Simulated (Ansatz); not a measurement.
# Quasiparticle gap of Zn3SbN3 (Cm), part 2 of 2

Aim: the quasiparticle gap of Zn3SbN3 (Cm), starting from HSE06.

Ansatz 0.2.0; HSE06, then G0W0 on it, plane waves, PAW. Known limits of the many-body steps: finite bands, screening cutoff and k mesh; no spin-orbit coupling in G0W0; d shells not analysed.

So far. Step 2 (HSE06 levels on the mesh and at listed points): Over mesh and listed points the gap is 2.350 eV, from k = (-0.250, 0.250, 0.000) to k = (0.000, 0.000, -0.300). The least direct gap found is 2.450 eV, at k = (0.000, 0.000, -0.300). On the 4×4×4 mesh alone the same run gives 2.400 eV, so that mesh misses an edge of HSE06: 2.400 − 2.350 = +0.050 eV.

In doubt: masses and optical values from hybrid runs of this build are listed as unsure (step 3), which bears on the screening that GW takes from such a start.

**3. The quasiparticle correction**

G0W0 replaces the xc potential by a self-energy built once from the orbitals of the start. Levels are corrected in the window of bands that the input names, at points of the mesh.

This step: G0W0 on HSE06, plane waves, PAW; PAW set soft_1.

input.yaml

```yaml
crystal:
  lattice:
    - [3.3938895471, -3.283248115, 0.0]
    - [3.3938895471, 3.283248115, 0.0]
    - [-3.2155964401, 0.0, 4.5561292986]
  atoms:
    - { symbol: Zn, position: [0.64265811, 0.64265811, 0.11808447] }
    - { symbol: Zn, position: [0.75601403, 0.31486041, 0.51982585] }
    - { symbol: Zn, position: [0.31486041, 0.75601403, 0.51982585] }
    - { symbol: Sb, position: [0.06050886, 0.06050886, 0.00241463] }
    - { symbol: "N", position: [0.41103526, 0.94206134, 0.29988336] }
    - { symbol: "N", position: [0.94206134, 0.41103526, 0.29988336] }
    - { symbol: "N", position: [0.698722, 0.698722, 0.81219049] }
kpoints:
  mp_grid: { grid: [4, 4, 4] }
hamiltonian:
  xc: hse06
  pseudopotentials: { kind: paw, azcp: { folder: soft_1 } }
scf:
  occupations: { method: fixed }
gw:
  n_empty_bands: 804
  ecut_chi: 230.0
  qp_bands: [v2, c2]
  qp_kpoints: band_edges
  screening: { model: contour_deformation }
```

The run is started by

```sh
$ ansatz run input.yaml --threads 2 --pin off --max-ram 92160MiB --backend cuda --events-out ev --progress --plain --runs-dir out --devices 1 --max-vram 13GiB
```

Numbers of over 12 decimals in the logs are rounded to 6 here.

The log of the run:

```text
GPUs: using 1 of 1 available (devices: 1).
[...]
GPU FFT provider: cuFFT
GPU libraries: cuBLAS 13.8.2, cuFFT 12.4.0, cuSOLVER 12.3.4
Crystal: 7 atoms, lattice volume = 101.538 Å³
Basis set: ecut = 420 eV, 1987 PW (Γ)
Bands: 40, of which v1, the nominal top of the filled ones, is band 33 counted from 1 (32 counted from 0)
Symmetry: 2 space group operations
[...]
k-points: 24 of 64 (time reversal used)
[...]
GPU buffer pool allocated for 40960 grid points (all kernels)
[...]
SCF iter   1: F=—  HF=-17594.545049 eV  |F-HF|=—  |Δ(HF+E_count)|=         —  Δρ=7.87e-2  dr2=7.49e0  ethr=1.00e-1  ⟨swp⟩=6.4  Hψ=3224  notcnv=0
[...]
SCF iter   7: F=-17592.780156 eV  HF=-17592.780142 eV  |F-HF|=1.37e-5  |Δ(HF+E_count)|=   2.62e-4  Δρ=4.50e-4  dr2=1.07e-4  ethr=2.87e-6  ⟨swp⟩=3.0  Hψ=2237  notcnv=0
SCF 1 stopped early in 7 iterations: F = -17592.780156 eV  dr2 = 1.07e-4
[...]
GPU FFT provider: cuFFT
GPU libraries: cuBLAS 13.8.2, cuFFT 12.4.0, cuSOLVER 12.3.4
[...]
GPU buffer pool allocated for 40960 grid points (all kernels)
[...]
Frozen-core exchange: fock
SCF iter   1: F=—  HF=-17596.622851 eV  |F-HF|=—  |Δ(HF+E_count)|=         —  Δρ=2.64e-2  dr2=4.05e-1  ethr=1.62e-6  ⟨swp⟩=9.2  Hψ=6248  notcnv=0
[...]
SCF iter   7: F=-17596.534678 eV  HF=-17596.534683 eV  |F-HF|=4.46e-6  |Δ(HF+E_count)|=   3.14e-5  Δρ=7.11e-5  dr2=9.71e-6  ethr=2.10e-7  ⟨swp⟩=3.0  Hψ=2429  notcnv=0
SCF 2 stopped early in 7 iterations: F = -17596.534678 eV  dr2 = 9.71e-6
hybrid outer 1: dexx = +4.226e-2 eV, tail = 1.76e-4 eV
GPU FFT provider: cuFFT
GPU libraries: cuBLAS 13.8.2, cuFFT 12.4.0, cuSOLVER 12.3.4
GPU buffer pool allocated for 40960 grid points (all kernels)
[...]
Frozen-core exchange: fock
SCF iter   1: F=—  HF=-17596.533150 eV  |F-HF|=—  |Δ(HF+E_count)|=         —  Δρ=1.62e-4  dr2=2.81e-5  ethr=1.33e-6  ⟨swp⟩=4.3  Hψ=2339  notcnv=0
[...]
SCF iter   5: F=-17596.533149 eV  HF=-17596.533149 eV  |F-HF|=3.47e-9  |Δ(HF+E_count)|=   1.97e-8  Δρ=2.15e-6  dr2=1.16e-8  ethr=9.93e-11  ⟨swp⟩=3.0  Hψ=2526  notcnv=0
SCF 3 converged in 5 iterations: F = -17596.533149 eV  dr2 = 1.16e-8
[...]
NSCF: frozen V_eff on 24 k-points
Exchange-term sweep: 0 of 24 (spin, k) points
Exchange-term sweep: 2 of 24 (spin, k) points
Exchange-term sweep: 3 of 24 (spin, k) points
Exchange-term sweep: 4 of 24 (spin, k) points
Exchange-term sweep: 5 of 24 (spin, k) points
Exchange-term sweep: 6 of 24 (spin, k) points
Exchange-term sweep: 8 of 24 (spin, k) points
Exchange-term sweep: 9 of 24 (spin, k) points
Exchange-term sweep: 10 of 24 (spin, k) points
Exchange-term sweep: 11 of 24 (spin, k) points
Exchange-term sweep: 12 of 24 (spin, k) points
Exchange-term sweep: 14 of 24 (spin, k) points
Exchange-term sweep: 15 of 24 (spin, k) points
Exchange-term sweep: 16 of 24 (spin, k) points
Exchange-term sweep: 17 of 24 (spin, k) points
Exchange-term sweep: 18 of 24 (spin, k) points
Exchange-term sweep: 20 of 24 (spin, k) points
Exchange-term sweep: 21 of 24 (spin, k) points
Exchange-term sweep: 22 of 24 (spin, k) points
Exchange-term sweep: 23 of 24 (spin, k) points
Exchange-term sweep: 24 of 24 (spin, k) points
G₀W₀ screening: q 1/24
[... further progress lines ...]
[...]
Free energy (F): -17596.533149 eV
Frozen-core exchange: fock
[...]
Internal energy: -17596.533149 eV  (E = F + TS)
E sigma→0 (E₀):  -17596.533149 eV
Fermi energy:    7.817255 eV
[...]
--- Band table (eV; the first three rows and the last of 24) ---
  k-point 0: bands = [... 29 lower, 4.9980, 6.4694, 6.7664, 7.1539, 11.1381, 12.1199, 13.0454]
  k-point 1: bands = [... 29 lower, 5.5377, 6.4399, 6.7368, 7.6442, 10.2171, 12.2756, 12.5917]
  k-point 2: bands = [... 29 lower, 6.0891, 6.2468, 6.5134, 7.6184, 10.6575, 11.4803, 11.7825]
  k-point 23: bands = [... 29 lower, 6.4249, 6.6978, 7.0612, 7.5773, 12.1595, 12.9839, 13.7081]
  guard bands above this table: 4 of the run's 40 bands. The solve was not asked for them (output.publish_guard_bands: true or output.eigenvalues: true publishes all)
--- G₀W₀: contour deformation, 7 samples at zero and on the imaginary axis and 2 off it, 64 q-points, 804 empty bands' worth ---
  eigenvalues of the whole cell's RPA ε∞ on this k-mesh (on a slab, of 1 + 4πα/V) = 5.2648, 5.7537, 5.7662; static W/v taken at q = 0 is 0.178987
  gw.qp_kpoints: band_edges: 19 of 24 stored k-points solved, in 1 pass; an edge of the gap read off the rows below is read off those points alone
    valence top: of the k-points left out ik 15 came nearest to being solved in a further pass, in band 33 (counted from 1, as in the quasiparticle table): it holds the edge there only if its correction is more favourable than any solved in that band by at least 0.476 eV; those differ by 0.208 eV
    conduction bottom: of the k-points left out ik 11 came nearest to being solved in a further pass, in band 34 (counted from 1, as in the quasiparticle table): it holds the edge there only if its correction is more favourable than any solved in that band by at least 0.921 eV; those differ by 0.098 eV
    ik  band        ε_KS         Σx   Σc(E_QP)       V_xc       Z   E_QP_lin       E_QP  E_QP is
     0    32      6.7664   -24.0226     3.0366   -20.8085  0.7637     6.5884     6.5888  root
     0    33      7.1539   -23.8547     2.8384   -20.8144  0.7702     6.9514     6.9519  root
     0    34     11.1381    -9.8318    -3.6704   -13.5438  0.8096    11.1797    11.1797  root
     0    35     12.1199   -11.7993    -3.6451   -15.5220  0.7971    12.1977    12.1976  root
     1    32      6.7368   -24.0419     3.0632   -20.8129  0.7622     6.5707     6.5711  root
     1    33      7.6442   -22.4677     2.3381   -19.8917  0.7755     7.4057     7.4064  root
     1    34     10.2171   -10.3241    -3.4277   -13.7997  0.8126    10.2650    10.2650  root
     1    35     12.2756    -9.6683    -3.9849   -13.7011  0.7969    12.3235    12.3234  root
     2    32      6.5134   -23.4198     3.0743   -20.1926  0.7587     6.3602     6.3606  root
     2    33      7.6184   -21.6220     2.0441   -19.3079  0.7788     7.3475     7.3484  root
     2    34     10.6575   -10.7792    -3.5115   -14.3543  0.8041    10.7211    10.7211  root
     2    35     11.4803    -9.4485    -3.7574   -13.2333  0.8085    11.5078    11.5077  root
     3    32      6.6400   -24.2554     3.1241   -20.9597  0.7617     6.4680     6.4684  root
     3    33      7.5732   -22.3883     2.4134   -19.7399  0.7751     7.3375     7.3381  root
     3    34     11.2091   -10.2505    -3.5949   -13.8934  0.8039    11.2571    11.2571  root
     3    35     12.1096    -9.6010    -3.8889   -13.5159  0.7996    12.1356    12.1356  root
     4    32      6.3454   -23.2549     3.0059   -20.0574  0.7609     6.1533     6.1538  root
     4    33      7.4642   -21.2351     2.1729   -18.7847  0.7778     7.1858     7.1868  root
     4    34     11.0507   -10.7393    -3.5910   -14.3974  0.8031    11.1179    11.1178  root
     4    35     11.6226    -9.7922    -3.7438   -13.5716  0.8032    11.6581    11.6581  root
     5    32      6.6280   -23.6802     3.0774   -20.4406  0.7610     6.4654     6.4658  root
     5    33      7.4494   -20.9441     1.9992   -18.6475  0.7787     7.1509     7.1519  root
     5    34     11.0815   -10.3875    -3.6194   -14.0653  0.8023    11.1399    11.1399  root
     5    35     11.6790   -10.2417    -3.6709   -13.9668  0.8001    11.7332    11.7332  root
     6    32      6.7330   -23.7956     2.9669   -20.6555  0.7643     6.5594     6.5598  root
     6    33      7.5723   -22.7400     2.4310   -20.0738  0.7743     7.3364     7.3371  root
     6    34     11.2853    -9.9105    -3.6920   -13.6399  0.8044    11.3227    11.3226  root
     6    35     11.9336   -10.4177    -3.7028   -14.1729  0.7986    11.9860    11.9860  root
     7    32      6.4381   -21.9966     2.6541   -19.1005  0.7659     6.1951     6.1959  root
     7    33      7.7422   -23.2095     2.4733   -20.5052  0.7748     7.5106     7.5112  root
     7    34     10.9152    -9.8139    -3.5536   -13.4140  0.8052    10.9617    10.9616  root
     7    35     12.1744    -8.5962    -3.9858   -12.5673  0.8050    12.1597    12.1597  root
     8    32      6.7667   -24.4494     3.1292   -21.1581  0.7623     6.6042     6.6045  root
     8    33      7.5332   -21.7252     2.2015   -19.2458  0.7773     7.2543     7.2553  root
     8    34     11.2523   -10.2463    -3.5156   -13.8180  0.8002    11.3085    11.3085  root
     8    35     12.2107    -9.1171    -3.9798   -13.1076  0.7984    12.2214    12.2214  root
     9    32      6.9911   -24.3209     2.9890   -21.1839  0.7630     6.8428     6.8431  root
     9    33      7.1990   -20.1857     1.8977   -17.9533  0.7799     6.8629     6.8643  root
     9    34     11.3103   -10.1607    -3.5604   -13.7664  0.8010    11.3556    11.3556  root
     9    35     12.1682    -9.7472    -3.8556   -13.6553  0.7942    12.2207    12.2207  root
[...]
21    32      6.8258   -23.4794     2.7631   -20.5312  0.7654     6.6402     6.6407  root
    21    33      6.9856   -25.0292     3.2022   -21.6803  0.7621     6.8386     6.8389  root
    21    34     11.9032   -11.4298    -3.9886   -15.4873  0.8001    11.9722    11.9721  root
    21    35     12.1371   -10.9374    -3.7774   -14.8073  0.7869    12.2297    12.2296  root
    22    32      7.1398   -24.8008     3.1209   -21.5413  0.7614     7.0010     7.0012  root
    22    33      7.2376   -22.1389     2.4186   -19.4558  0.7749     6.9722     6.9731  root
    22    34     11.8618    -9.7634    -4.0645   -13.8631  0.8037    11.8971    11.8971  root
    22    35     12.5223   -10.1544    -4.0527   -14.2809  0.7874    12.5961    12.5960  root
    23    32      7.0612   -25.3413     3.2436   -21.9557  0.7624     6.9189     6.9192  root
    23    33      7.5773   -24.7876     3.0425   -21.6177  0.7619     7.4498     7.4500  root
    23    34     12.1595    -8.3157    -4.0097   -12.2958  0.8011    12.1300    12.1300  root
    23    35     12.9839    -9.3719    -4.1452   -13.5482  0.7862    13.0149    13.0149  root
```

It took 4.1 min on 1 × NVIDIA H100 80GB HBM3 (shared by 6 runs) with 2 threads of AMD EPYC 7R13 (Zen 3), shared host; peak memory 4.9 GiB; 5.6 min of CPU time.

Numbers from this step:

| Property | Result |
| --- | --- |
| bands summed | 837 |
| RPA ε∞ on this mesh (eigenvalues) | 5.265, 5.754, 5.766 |
| plane waves in the screening matrix | 787 |
| q-points in the mesh | 64 |
| G0W0 gap over the corrected points | 2.675 eV |
| k of the valence top | 0.25, -0.25, 0 |
| k of the conduction bottom | 0, 0, 0.25 |
| starting gap on the mesh | 2.400 eV |
| Z at the valence top | 0.7749 |
| Z at the conduction bottom | 0.8126 |
| least direct G0W0 gap over the corrected points | 2.859 eV |

Over 19 of 24 irreducible mesh points the G0W0 gap is 2.675 eV, from k = (0.250, -0.250, 0.000) to k = (0.000, 0.000, 0.250). The HSE06 gap of this run on the mesh is 2.400 eV. The two states that bound the G0W0 gap lie that far apart at the start, so the correction of the gap is 2.675 − 2.400 = +0.275 eV.

Labels follow the order of the start: v1 is the top filled band, c1 the lowest empty one; levels that stay degenerate share a row, the window can cut a multiplet, doubted levels are not marked in this list, bands outside the window were not corrected, and the list may be a part of the corrected levels. The levels before and after the correction (eV, zero at the valence-band top of each column):

```tsv
	conduction bottom	valence top
HSE06	2.40	0.00
G0W0	2.67	0.00
```

```tsv
	level	occupation	energy (eV)
HSE06	(0 0 0.25) v2	2	-1.080
HSE06	(0 0 0.25) v1	2	-0.173
HSE06	(0 0 0.25) c1	0	2.400
HSE06	(0 0 0.25) c2	0	4.458
HSE06	(0.25 -0.25 0) v2	2	-0.931
HSE06	(0.25 -0.25 0) v1	2	0.000
HSE06	(0.25 -0.25 0) c1	0	2.896
HSE06	(0.25 -0.25 0) c2	0	4.689
G0W0	(0 0 0.25) v2	2	-1.019
G0W0	(0 0 0.25) v1	2	-0.184
G0W0	(0 0 0.25) c1	0	2.675
G0W0	(0 0 0.25) c2	0	4.733
G0W0	(0.25 -0.25 0) v2	2	-0.870
G0W0	(0.25 -0.25 0) v1	2	0.000
G0W0	(0.25 -0.25 0) c1	0	3.148
G0W0	(0.25 -0.25 0) c2	0	4.947
```

The parts of the quasiparticle energy for the two states that bound the G0W0 gap, in eV on the run's own scale (QP = start + Σx + Σc − Vxc, with Σc at the quasiparticle energy):

```tsv
edge	k	band	start	Σx	Σc	Vxc	Z	QP
valence top	(0.250, -0.250, 0.000)	33	7.817	−23.215	2.454	−20.534	0.775	7.590
conduction bottom	(0.000, 0.000, 0.250)	34	10.217	−10.324	−3.428	−13.800	0.813	10.265
```

For a hybrid start, Vxc holds its share of exact exchange.

**4. Side by side**

Each gap is the least one over the points named; times are wall times on shared hosts, not benchmarks. A G0W0 time includes the run's own self-consistent start. Runs with listed points see these and the mesh alone, so an edge that moves elsewhere is missed. Symmetry makes (-0.250, 0.250, 0.000) and (0.250, -0.250, 0.000) one point.

```tsv
level	mesh	files, cutoff	bands summed, screening	points	gap (eV)	valence top	conduction bottom	least direct gap (eV)	time
HSE06	4×4×4	soft_1 PAW, 420 eV	-	mesh and listed points	2.350	(-0.250, 0.250, 0.000)	(0.000, 0.000, -0.300)	2.450	42 s
G0W0@HSE06	4×4×4	soft_1 PAW, 420 eV	837, 230 eV	19 of 24 irreducible mesh points	2.675	(0.250, -0.250, 0.000)	(0.000, 0.000, 0.250)	2.859	4.1 min
```

**5. Outcome**

| Property | Result |
| --- | --- |
| HSE06 gap over mesh and listed points | 2.350 eV, from k = (-0.250, 0.250, 0.000) to k = (0.000, 0.000, -0.300) |
| G0W0@HSE06 gap over 19 of 24 irreducible mesh points | 2.675 eV, from k = (0.250, -0.250, 0.000) to k = (0.000, 0.000, 0.250) |
| GW settings | 4×4×4 mesh, 804 empty bands, screening to 230 eV, PAW set soft_1 files |
| known limits | finite bands, screening cutoff and k mesh; no spin-orbit coupling in G0W0; d shells not analysed |

What this shows: Over 19 of 24 irreducible mesh points the G0W0 gap is 2.675 eV, from k = (0.250, -0.250, 0.000) to k = (0.000, 0.000, 0.250). The HSE06 gap of this run on the mesh is 2.400 eV. The two states that bound the G0W0 gap lie that far apart at the start, so the correction of the gap is 2.675 − 2.400 = +0.275 eV. The valence state moves by 7.590 − 7.817 = −0.227 eV and the conduction state by 10.265 − 10.217 = +0.048 eV, on the run's own scale; how far single levels stand from their limit in bands is not shown. Over mesh and listed points, HSE06 puts the conduction bottom at k = (0.000, 0.000, -0.300), where no G0W0 correction was computed. The G0W0 gap over the whole zone is therefore not known from this run; at its settings it can only be equal to or under the 2.675 eV found, and no correction is carried over from another point. For the start itself the gap is 2.350 eV over mesh and listed points and 2.400 eV on the mesh of the G0W0 run. No second run with other bands and screening cutoff is shown, so the distance to the basis limit is not known. On another start, G0W0@PBE runs of this series (4×4×4 mesh, soft_1 PAW; not shown as steps) give 2.074 eV with 165 bands and 69 eV, 2.131 eV with 406 bands and 138 eV and 2.184 eV with 837 bands and 230 eV. G0W0 on other starts in this series, not shown as steps and not all at these settings: 2.184 eV on PBE (4×4×4, soft_1 PAW, 837 bands, 230 eV) and 2.872 eV on PBE0 (4×4×4, soft_1 PAW, 837 bands, 230 eV). Two runs of this series at another level, not shown as steps, test spin-orbit coupling. PBE+SOC against PBE: 1.328 − 1.373 = −0.045 eV, with the same mesh, set of files (read in its fully relativistic form for the spin-orbit run) and cutoff, and both edges at the same k points. The spin-orbit run sees mesh and listed points alone, so its gap is an upper bound: the coupling can move an edge off these points, the more so as this crystal has no centre of inversion, and the change over the zone, its sign included where it is small, is not known. What spin-orbit coupling does to the G0W0 levels was not computed, so no sum with the G0W0 gap is formed. The G0W0 runs are scalar-relativistic. One-shot GW is known to converge slowly in bands for compounds with shallow d shells. The cell holds Zn; the filling of the d shell and its place against the gap were not analysed here. No pair of G0W0 runs that differ in the mesh alone is shown (4×4×4 is a supercell whose nearest images lie 19 Å apart), so the error from the mesh is not known here. G0W0 is shown with one set of atomic data (soft_1 PAW), so the error from the files is not known here.

[Paths, hosts, dates, memory and timing lines, banners, echoed tables and standing remarks are left out of the program output.]

[Logs are printed without paths, hosts, clocks, repeated set-up lines and the standing remarks that a program may print on its own settings, such as how far it seeks lower states.]

[Runs of the session that timed out or met a known fault of the program may be left out.]

[Cells called generated may have been cut or substituted from an entry of the Crystallography Open Database or the Materials Project.]

[Hosts, paths, dates, database ids (printed as entryN), source tags and the programs' standing remarks are cut or masked in the printed files.]

[Where an RPA ε∞ is given, it is that of the G0W0 mesh and is not shown converged in it. Names of k-points follow the symmetry that the program found, which can be lower than the space group named. Band edges on a path are those of the sampled points; other points can move an edge, and change direct to indirect where valleys lie close.]

[Hybrid gaps are those of their k-mesh and are not shown converged in it.]
